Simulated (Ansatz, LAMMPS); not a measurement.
**Aqueous NH4+ and HCO3-, 1.1 mol of salt per kg of water, from a frame at 280 K (166 atoms): geometry optimisation**

How does aqueous NH4+ and HCO3-, 1.1 mol of salt per kg of water, from a frame at 280 K (166 atoms) relax, and what do bonds, charges and levels look like afterwards?

Main program and level: Ansatz 0.2.0; Kohn-Sham DFT, PBE+D4, PAW (set soft_2), plane waves.

This is a report of a sequence of runs, with most program output left out.

## (1) Starting point

The cell holds 166 atoms: 1 N, 109 H, 55 O and 1 C. Cell: a = 11.768 Å, b = 11.768 Å, c = 11.768 Å, α = 90.0°, β = 90.0°, γ = 90.0°. 52 H2O, 1 NH4+, 1 HCO3- placed at random, at 1.03 g/cm³; overlaps pushed apart, then 10 ps at 420 K with MMFF94 bonds, angles, torsions, charges and radii (Halgren, J. Comput. Chem. 17, 490 (1996)) in harmonic and 12-6 forms; SPC/E water (Berendsen, Grigera and Straatsma, J. Phys. Chem. 91, 6269 (1987)). Snapshot after 20 ps at 280 K and fixed volume.

Limits known from the start: The network of contacts between molecules at the start is that of the classical potential that made the cell. The concentration wasn't checked against solubility and may exceed it. The density was typed from a rule of thumb and may lie off the real one at this temperature. Only the Γ point is sampled, in a cell whose shortest periodic width is 12 Å.

## (2) How the cell was made

A classical potential supplies the starting structure, since it reaches far longer times than DFT.

This step: classical MD, MMFF94 bonds, angles, torsions, charges and radii (Halgren, J. Comput. Chem. 17, 490 (1996)) in harmonic and 12-6 forms; SPC/E water (Berendsen, Grigera and Straatsma, J. Phys. Chem. 91, 6269 (1987)) (LAMMPS 22 Jul 2025 - Update 4).

Contents of in.lmp:

```
# aqueous NH4+ and HCO3-, 1.1 mol of salt per kg of water
units real
atom_style full
boundary p p p
bond_style harmonic
angle_style harmonic
dihedral_style opls
improper_style harmonic
special_bonds lj 0 0 0.5 coul 0 0 0.75
read_data data.lmp
neigh_modify delay 0 every 1 check yes one 4000
comm_modify cutoff 12.0
timestep 0.5
thermo_style custom step time temp pe press density
thermo_modify norm yes
# push overlapping molecules apart
pair_style soft 2.6
pair_coeff * * 0.0
variable a equal ramp(1,60)
fix ad all adapt 1 pair soft a * * v_a
velocity all create 420 694114 mom yes dist gaussian
fix lim all nve/limit 0.03
fix lan all langevin 420 420 50 694115 zero yes
thermo 1000
run 3000 post no
unfix ad
pair_style lj/cut/coul/long 9.0
pair_modify mix arithmetic tail yes
pair_coeff 1 1 0.0721 3.3270   # N
pair_coeff 2 2 0.0100 1.2000   # H
pair_coeff 3 3 0.0763 3.0430   # O
pair_coeff 4 4 0.0678 3.4070   # C
pair_coeff 5 5 0.0763 3.0960   # O
pair_coeff 6 6 0.1553 3.1660   # O
# [... 20 lines left out ...]
compute msd all msd com yes
thermo 5000
fix md all nvt temp 280 280 100
run 20000 post no
print "== T280: mean square displacement over the hold $(c_msd[4]:%.2f) A^2"
unfix md
uncompute msd
write_dump all custom T280.dump id type xs ys zs modify sort id
```

Started as:

```sh
$ lmp -in in.lmp -log none -nocite
```

The job ended after 27 s (1 thread of Arm Neoverse V1, shared host; peak memory 0.12 GiB).

The input also reads data.lmp (atoms, bonds and types; not printed here).

## (3) Single point at the start

The forces at the start show how far the geometry lies from a minimum of this functional.

Contents of input.yaml:

```yaml
crystal:
  lattice:
    - [11.76822, 0.0, 0.0]
    - [0.0, 11.76822, 0.0]
    - [0.0, 0.0, 11.76822]
  atoms:
    - { symbol: "N", position: [0.24021, 0.00815, 0.27382] }
    - { symbol: H, position: [0.22344, 0.94871, 0.21265] }
    - { symbol: H, position: [0.27861, 0.98095, 0.34684] }
    - { symbol: H, position: [0.2982, 0.06488, 0.23905] }
    - { symbol: H, position: [0.1715, 0.04962, 0.30268] }
    - { symbol: O, position: [0.77367, 0.0225, 0.58727] }
    - { symbol: C, position: [0.81973, 0.07393, 0.50079] }
    - { symbol: O, position: [0.91856, 0.04177, 0.47136] }
    - { symbol: O, position: [0.77514, 0.16448, 0.47588] }
    - { symbol: H, position: [0.81996, 0.95456, 0.58894] }
    - { symbol: O, position: [0.38648, 0.72976, 0.81837] }
    - { symbol: H, position: [0.40081, 0.64855, 0.83885] }
    - { symbol: H, position: [0.3742, 0.77509, 0.88918] }
    - { symbol: O, position: [0.09211, 0.49226, 0.52998] }
    - { symbol: H, position: [0.05815, 0.56471, 0.55859] }
    - { symbol: H, position: [0.03072, 0.43448, 0.51932] }
    - { symbol: O, position: [0.7312, 0.59144, 0.83666] }
    - { symbol: H, position: [0.81485, 0.58102, 0.82592] }
    - { symbol: H, position: [0.68934, 0.54822, 0.77667] }
    - { symbol: O, position: [0.00678, 0.34366, 0.23631] }
    - { symbol: H, position: [0.04079, 0.41256, 0.20003] }
    - { symbol: H, position: [0.9757, 0.29237, 0.1761] }
    - { symbol: O, position: [0.96346, 0.9279, 0.29032] }
    - { symbol: H, position: [0.88521, 0.92318, 0.25753] }
    - { symbol: H, position: [0.96119, 0.97231, 0.36273] }
    - { symbol: O, position: [0.1546, 0.48669, 0.13334] }
    - { symbol: H, position: [0.1763, 0.48642, 0.05119] }
    - { symbol: H, position: [0.22149, 0.46358, 0.18038] }
    - { symbol: O, position: [0.33356, 0.03564, 0.4968] }
    - { symbol: H, position: [0.38291, 0.98024, 0.53823] }
    - { symbol: H, position: [0.36317, 0.11439, 0.50872] }
    - { symbol: O, position: [0.77759, 0.3974, 0.14341] }
    [... 128 atom lines left out ...]
    - { symbol: O, position: [0.46197, 0.67099, 0.50874] }
    - { symbol: H, position: [0.45904, 0.70409, 0.58694] }
    - { symbol: H, position: [0.53618, 0.63112, 0.49762] }
    - { symbol: O, position: [0.92802, 0.35789, 0.75574] }
    - { symbol: H, position: [0.91441, 0.38072, 0.67503] }
    - { symbol: H, position: [0.9251, 0.42669, 0.80552] }
kpoints:
  mp_grid: { grid: [1, 1, 1] }
hamiltonian:
  xc: pbe
  dispersion: d4
scf:
  occupations: { method: fixed }
output:
  forces: true
  stress: true
  populations: true
  dos:
    method: { smearing: { sigma: 0.08 } }
    de: 0.1
    projected: { site_lists: { C: [C], H: [H], "N": ["N"], O: [O] } }
  eigenvalues: true
```

Started as:

```sh
$ ansatz run input.yaml --threads 4 --pin off --max-ram 8192MiB --backend cpu --events-out ev --progress --plain --runs-dir out
```

Wall time 33 s (4 threads of Arm Neoverse V1, shared host); peak memory 2 GiB; 2.1 min of CPU time.

Read from the output:

```
free energy                                      : -33599.4933 eV
free energy per atom                             : -202.4066 eV/atom
SCF cycles                                       : 10
pressure                                         : -1.207 GPa
r.m.s. force component                           : 0.5522 eV/Å
longest force                                    : 2.874 eV/Å
Fermi energy                                     : -1.559 eV
gap (highest filled to lowest empty level) : 3.202 eV
spilling of the projection                       : 0.011
```

The r.m.s. force component of 0.55 eV/Å and the pressure of -1.2 GPa set the starting point.

Neighbours are counted within 1.21 Å (H-O), 1.27 Å (H-N), 1.73 Å (O-C).

Length of the force by element and coordination:

| element | coordination | atoms | mean length of the force (eV/Å) | spread | least | most |
| --- | --- | --- | --- | --- | --- | --- |
| C | all | 1 | 2.57 | 0 | 2.57 | 2.57 |
| H | all | 109 | 0.929 | 0.32 | 0.251 | 2.25 |
| N | all | 1 | 1.03 | 0 | 1.03 | 1.03 |
| O | all | 55 | 0.728 | 0.424 | 0.153 | 2.87 |
| O | 1 | 2 | 2.19 | 0.687 | 1.50 | 2.87 |
| O | 2 | 53 | 0.673 | 0.292 | 0.153 | 1.49 |

## (4) Relaxation

With the cell held, the atoms are moved downhill towards a nearby minimum.

input.yaml, the sections that differ from step 3:

```yaml
output:
  forces: true
relax:
  f_tol: 0.05
  max_steps: 200
# crystal, kpoints, hamiltonian, scf: as in step 3
```

Wall time 10 min (4 threads); peak memory 1.8 GiB; 38 min of CPU time.

Relaxation path (22 of 41):

| step | energy less that of the first step (eV) | largest force component (eV/Å) |
| --- | --- | --- |
| 1 | 0.0000 | 2.0851 |
| 3 | -6.5577 | 1.2532 |
| 5 | -8.3109 | 1.0872 |
| 7 | -9.0689 | 0.2316 |
| 9 | -9.4088 | 0.2442 |
| 11 | -9.6122 | 0.6151 |
| 12 | -9.6569 | 1.2867 |
| 14 | -9.7918 | 0.7231 |
| 16 | -9.8869 | 0.1698 |
| 18 | -9.9232 | 0.3243 |
| 20 | -9.9659 | 0.2069 |
| 22 | -10.0039 | 0.5560 |
| 24 | -10.0778 | 0.4027 |
| 26 | -10.1048 | 0.1928 |
| 28 | -10.1009 | 0.3895 |
| 30 | -10.1216 | 0.1697 |
| 31 | -10.1266 | 0.2129 |
| 33 | -10.1506 | 0.2134 |
| 35 | -10.2436 | 0.4158 |
| 37 | -10.3369 | 0.1520 |
| 39 | -10.3638 | 0.2764 |
| 41 | -10.3734 | 0.0271 |

Relaxation step 28 was tried and not accepted.

The atoms that moved most (Å):

| atom | dx | dy | dz | length |
| --- | --- | --- | --- | --- |
| H106 | 0.842 | 2.045 | -0.625 | 2.298 |
| H96 | 1.917 | 1.195 | 0.204 | 2.269 |
| H142 | 0.884 | 0.382 | -1.912 | 2.141 |
| H31 | -0.496 | -1.855 | -0.578 | 2.005 |
| H2 | -0.938 | 1.664 | 0.407 | 1.953 |
| H126 | 1.433 | 1.084 | -0.171 | 1.805 |
| H150 | -1.644 | 0.029 | 0.470 | 1.710 |
| H5 | 0.036 | 1.591 | 0.531 | 1.677 |

The relaxation changed the energy by -62.5 meV/atom, and atoms moved by 0.84 Å r.m.s., 2.3 Å at most.

## (5) Local order after relaxation

Bonds before and after, by the cutoffs listed below:

| pair | bonds before | bonds after | mean before (Å) | mean after (Å) | spread before (Å) | spread after (Å) |
| --- | --- | --- | --- | --- | --- | --- |
| H-O | 105 | 105 | 1.000 | 0.993 | 0.003 | 0.010 |
| H-N | 4 | 4 | 1.022 | 1.046 | 0.012 | 0.004 |
| O-C | 3 | 3 | 1.266 | 1.302 | 0.032 | 0.049 |

Density 1.03 g/cm³, 9.818 Å³ an atom.

Pair distribution functions g(r), in bins of 0.2 Å:

| r (Å) | total | H-H | H-O | H-C | H-N | O-O | O-C |
| --- | --- | --- | --- | --- | --- | --- | --- |
| 0.90 | 4.16 | 0.00 | 9.55 | 0.00 | 0.00 | 0.00 | 0.00 |
| 1.10 | 1.11 | 0.00 | 2.16 | 0.00 | 22.15 | 0.00 | 0.00 |
| 1.30 | 0.08 | 0.00 | 0.00 | 0.00 | 0.00 | 0.00 | 20.75 |
| 1.50 | 0.77 | 1.70 | 0.09 | 0.00 | 0.00 | 0.00 | 0.00 |
| 1.70 | 1.41 | 0.80 | 2.44 | 0.00 | 0.00 | 0.00 | 0.00 |
| 1.90 | 0.46 | 0.06 | 0.98 | 1.52 | 0.00 | 0.00 | 0.00 |
| 2.10 | 0.58 | 1.21 | 0.13 | 0.00 | 0.00 | 0.00 | 0.00 |
| 2.30 | 0.99 | 2.20 | 0.04 | 0.00 | 0.00 | 0.25 | 0.00 |
| 2.50 | 0.46 | 1.04 | 0.00 | 0.90 | 0.00 | 0.00 | 0.00 |
| 2.70 | 0.78 | 0.45 | 0.12 | 4.88 | 0.00 | 4.37 | 0.00 |
| 2.90 | 0.61 | 0.36 | 0.67 | 0.72 | 0.67 | 1.25 | 0.00 |
| 3.10 | 1.17 | 0.59 | 2.02 | 0.00 | 2.42 | 0.22 | 0.00 |
| 3.30 | 1.17 | 0.84 | 1.67 | 0.52 | 2.81 | 0.43 | 1.03 |
| 3.50 | 1.07 | 1.18 | 1.12 | 0.49 | 0.00 | 0.62 | 1.96 |
| 3.70 | 1.14 | 1.32 | 0.95 | 1.29 | 1.30 | 0.97 | 4.44 |
| 3.90 | 1.15 | 1.28 | 1.01 | 1.16 | 1.58 | 1.10 | 0.81 |
| 4.10 | 1.08 | 1.11 | 1.06 | 2.10 | 1.38 | 1.04 | 0.00 |
| 4.30 | 1.10 | 1.06 | 1.04 | 0.96 | 0.96 | 1.55 | 1.27 |
| 4.50 | 0.98 | 0.96 | 0.97 | 0.88 | 0.28 | 1.19 | 0.59 |
| 4.70 | 1.10 | 1.17 | 0.95 | 1.58 | 1.33 | 1.42 | 0.54 |
| 4.90 | 0.98 | 0.93 | 1.02 | 0.75 | 1.50 | 1.04 | 0.99 |
| 5.10 | 0.93 | 0.88 | 1.00 | 0.45 | 1.82 | 0.83 | 0.92 |
| 5.30 | 1.01 | 0.93 | 1.14 | 0.21 | 1.26 | 0.82 | 1.25 |
| 5.50 | 0.90 | 0.91 | 0.95 | 1.57 | 0.39 | 0.68 | 1.17 |
| 5.70 | 0.90 | 0.93 | 0.93 | 0.93 | 0.91 | 0.66 | 1.45 |

Bonds by pair of elements; cutoffs follow the first minimum of g(r), held within bounds set by covalent radii, and pairs that aren't listed don't count as bonded:

| pair A-B | cutoff (Å) | bonds | mean length (Å) | spread (Å) | shortest (Å) | B about A | A about B |
| --- | --- | --- | --- | --- | --- | --- | --- |
| H-O | 1.21 | 105 | 0.993 | 0.01 | 0.97 | 0.963 | 1.91 |
| H-N | 1.27 | 4 | 1.05 | 0.004 | 1.04 | 0.037 | 4 |
| O-C | 1.73 | 3 | 1.30 | 0.049 | 1.26 | 0.055 | 3 |

How many atoms have how many bonded neighbours:

| element | mean | 1 | 2 | 3 | 4 |
| --- | --- | --- | --- | --- | --- |
| C | 3 | 0 | 0 | 1 | 0 |
| H | 1 | 109 | 0 | 0 | 0 |
| N | 4 | 0 | 0 | 0 | 1 |
| O | 1.96 | 2 | 53 | 0 | 0 |

Bond angles, per cent of each kind in bins of 5°:

| angle (°) | H-O-H |
| --- | --- |
| 100–105 | 44.2 |
| 105–110 | 55.8 |

Bond angles (no mean is given where the spread exceeds 20°):

| angle | count | mean (°) | spread (°) |
| --- | --- | --- | --- |
| H-O-H | 52 | 106 | 2 |
| H-N-H | 6 | 110 | 3 |
| O-C-O | 3 | 120 | 4.2 |
| C-O-H | 1 | 111 | 0 |

Hydrogen bonds between water molecules (O–O under 3.5 Å, H–O···O angle under 30°):

| hydrogen bonds to other water | molecules |
| --- | --- |
| 0 | 0 |
| 1 | 0 |
| 2 | 3 |
| 3 | 17 |
| 4 | 31 |
| 5 | 1 |

Bond length by coordination (bonds to H left out):

| element | coordination | atoms | mean bond length (Å) |
| --- | --- | --- | --- |
| O | 1 | 2 | 1.27 |
| O | 2 | 1 | 1.37 |

Counting bonds as in the table, all C atoms have 3, all H atoms have 1, all N atoms have 4 and 96 % of O atoms have 2 bonded neighbours. The H-O-H angle averages 106° with a spread of 2°. The 52 water molecules hold 3.58 hydrogen bonds each to other water on average, with a mean O–O distance of 2.75 Å.

(Continued in part 2 of 2.)

[Logs are printed without paths, hosts, clocks, repeated set-up lines and the standing remarks that a program may print on its own settings, such as how far it seeks lower states.]

[Hosts, paths, dates, database ids (printed as entryN), source tags and the programs' standing remarks are cut or masked in the printed files.]

[The MMFF94 radii named for the starting cell were scaled by 0.96; in molecules described by MMFF94, hydrogen bound to N, O or S took a small fixed 12-6 site in their place.]
